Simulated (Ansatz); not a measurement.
# Debugging a many-body input for K3SCl (antiperovskite) (Pm-3m)

What is wrong with this input for K3SCl (antiperovskite) (Pm-3m)?

Program: Ansatz 0.2.0. Level of theory: G0W0 on PBE, plane waves, PAW. Results are calculated unless marked as measured.

The structure was built from a prototype and need not be the compound's stable phase.

**1. Starting point**

The structure is cubic, space group Pm-3m (No. 221). Conventional cell: a = 5.970 Å, b = 5.970 Å, c = 5.970 Å, α = 90.00°, β = 90.00°, γ = 90.00°. Nearest to Cl lie 12 K at 4.22 Å. Nearest to S lie 6 K at 2.98 Å. K has 2 S at 2.98 Å nearest. It derives from Cl1K3S1. Farther neighbours and most contacts between anions are not listed.

The structure was relaxed with PBE. The structure type comes from a generator and need not be one that this composition takes. The runs that relaxed it are not among those shown. The default PAW set here is soft_2. Its files were made with PBE.

**2. First try**

input.yaml

```yaml
crystal:
  lattice:
    - [5.9699615649, 0.0, 0.0]
    - [0.0, 5.9699615649, 0.0]
    - [0.0, 0.0, 5.9699615649]
  atoms:
    - { symbol: Cl, position: [0.0, 0.0, 0.0] }
    - { symbol: S, position: [0.5, 0.5, 0.5] }
    - { symbol: K, position: [0.5, 0.5, 0.0] }
    - { symbol: K, position: [0.5, 0.0, 0.5] }
    - { symbol: K, position: [0.0, 0.5, 0.5] }
kpoints:
  mp_grid: { grid: [2, 2, 2] }
hamiltonian:
  xc: pbe
scf:
  occupations: { method: fixed }
gw:
  n_empty_bands: 224
  ecut_chi: 3000
  qp_bands: [v2, c2]
  qp_kpoints: band_edges
  screening: { model: contour_deformation }
  ecutfock_ratio: 1
```

Command:

```console
ansatz run input.yaml --threads 4 --pin off --max-ram 17510MiB --backend cpu --events-out ev --progress --plain --runs-dir out
```

Numbers of over 12 decimals in the logs are rounded to 6 here.

What it wrote:

```text
Error: inconsistent input (gw.ecut_chi, gw.ecutfock_ratio, basis.ecutwfc): ecut_chi = 3000.000 eV exceeds the pair-density box cutoff, ecutfock_ratio times the 420.000 eV up to which the run holds plane waves, 420.000 eV; raise gw.ecutfock_ratio or lower gw.ecut_chi
```

The job ended after 0.05 s (4 threads of Arm Neoverse V2, shared host; peak memory 0.074 GiB).

**Diagnosis.**

The program refused the input before any cycle.

The program's message: “Error: inconsistent input (gw.ecut_chi, gw.ecutfock_ratio, basis.ecutwfc): ecut_chi = 3000.000 eV exceeds the pair-density box cutoff, ecutfock_ratio times the 420.000 eV up to which the run holds pla …”

The fault: screening cutoff above the basis. The screening basis can't pass the cutoff that the input grants to pair densities.

**3. A better input**

G0W0 replaces the xc potential by the self-energy, built once from these orbitals. Only a window of levels is corrected, while the sums run over the empty bands that the input names.

input.yaml: that of step 2 with these lines changed.

```diff
@@ -18,4 +18,4 @@
 gw:
-  n_empty_bands: 224
-  ecut_chi: 3000
+  n_empty_bands: 295
+  ecut_chi: 72
   qp_bands: [v2, c2]
@@ -23,2 +23 @@
   screening: { model: contour_deformation }
-  ecutfock_ratio: 1
```

What it wrote:

```text
[...]
Crystal: 5 atoms, lattice volume = 212.772 Å³
Basis set: ecut = 420 eV, 4139 PW (Γ)
Bands: 25, of which v1, the nominal top of the filled ones, is band 20 counted from 1 (19 counted from 0)
Symmetry: 48 space group operations
[...]
k-points: 4 of 8
[...]
SCF iter   1: F=—  HF=-6601.075980 eV  |F-HF|=—  |Δ(HF+E_count)|=         —  Δρ=1.67e-3  dr2=1.52e-2  ethr=1.77e-3  ⟨swp⟩=5.2  Hψ=415  notcnv=0  defer=6
[...]
SCF iter   6: F=-6601.070450 eV  HF=-6601.070450 eV  |F-HF|=1.51e-7  |Δ(HF+E_count)|=   1.49e-6  Δρ=4.87e-6  dr2=8.31e-8  ethr=2.50e-10  ⟨swp⟩=6.8  Hψ=446  notcnv=0
SCF 1 converged in 6 iterations: F = -6601.070450 eV  dr2 = 8.31e-8
[...]
NSCF: frozen V_eff on 4 k-points
G₀W₀ screening: q 1/4
[... further progress lines ...]
SCF converged after 6 iterations
Free energy (F): -6601.070450 eV
[...]
Internal energy: -6601.070450 eV  (E = F + TS)
[...]
0    22      5.5031    -2.2769    -2.9000    -5.8500  0.8061     6.1980     6.1762  root
     1    19      1.3208   -17.3288     2.3284   -13.8648  0.7335     0.0975     0.1851  root
     1    20      1.3208   -17.3288     2.3284   -13.8648  0.7335     0.0975     0.1851  root
     1    21      4.6209    -3.3595    -2.7769    -6.7040  0.7966     5.1997     5.1883  root
     1    22      4.8245    -4.1567    -2.8719    -7.6711  0.7954     5.4852     5.4670  root
     2    19      0.7067   -16.7391     2.4127   -13.1859  0.7240    -0.5333    -0.4339  root
     2    20      1.2650   -17.2092     2.3238   -13.7490  0.7331     0.0402     0.1286  root
     2    21      5.2314    -2.8472    -2.7908    -6.1555  0.8018     5.7607     5.7489  root
     2    22      5.7788    -2.9591    -3.0376    -6.6077  0.7991     6.4078     6.3897  root
     3    19      0.5920   -16.1888     2.3828   -12.6492  0.7230    -0.6677    -0.5647  root ?
     3    20      0.5920   -16.1888     2.3828   -12.6492  0.7230    -0.6677    -0.5647  root ?
     3    21      6.0715    -2.9984    -3.1708    -7.0969  0.7967     7.0535     6.9991  root
     3    22      6.2479    -3.6174    -3.1472    -7.6315  0.7880     7.1539     7.1148  root
[key lines of the parts left out:]
Fermi energy:    1.400905 eV
```

The job ended after 11 s (4 threads; peak memory 1.3 GiB).

This step gave:

* bands summed: 315
* RPA ε∞ on this mesh (eigenvalues): 2.643, 2.643, 2.643
* plane waves in the screening matrix: 305
* q-points in the mesh: 8
* G0W0 gap on the mesh: 3.375 eV
* k of the valence top: 0, 0, 0
* k of the conduction bottom: 0, 0, 0
* starting gap on the mesh: 1.793 eV
* Z at the valence top: 0.7337
* Z at the conduction bottom: 0.8110
* least direct G0W0 gap on the computed points: 3.375 eV

The gap on the mesh goes from 1.79 eV to 3.38 eV, a correction of +1.58 eV. Between the two edge states, bare exchange in place of the xc potential would open the gap by 6.66 eV, and correlation takes back 5.08 eV.

**4. Outcome**

```
first try  : refused after 0.05 s
better run : G0W0 gap on the mesh 3.38 eV (2×2×2 mesh, 295 empty bands, screening to 72 eV)
```

**Reading.** The second run differs in: empty bands, screening cutoff (eV) and ecutfock ratio. Bands and cutoff are finite, so the gap is not at the basis limit. The miss can reach some tenths of an eV and take either sign; the mesh is an error of its own. The 2×2×2 mesh is coarse for this cell (its supercell is 12 Å along the shortest edge). The RPA ε∞ on it, from the PBE start, is 2.64; such meshes misread the long-range screening, most where the gap is narrow.

[Paths, hosts, dates, memory and timing lines, banners, echoed tables and standing remarks are left out of the program output.]

[Logs are printed without paths, hosts, clocks, repeated set-up lines and the standing remarks that a program may print on its own settings, such as how far it seeks lower states.]

[Runs of the session that timed out or met a known fault of the program may be left out.]

[Cells called generated may have been cut or substituted from an entry of the Crystallography Open Database or the Materials Project.]

[Hosts, paths, dates, database ids (printed as entryN), source tags and the programs' standing remarks are cut or masked in the printed files.]
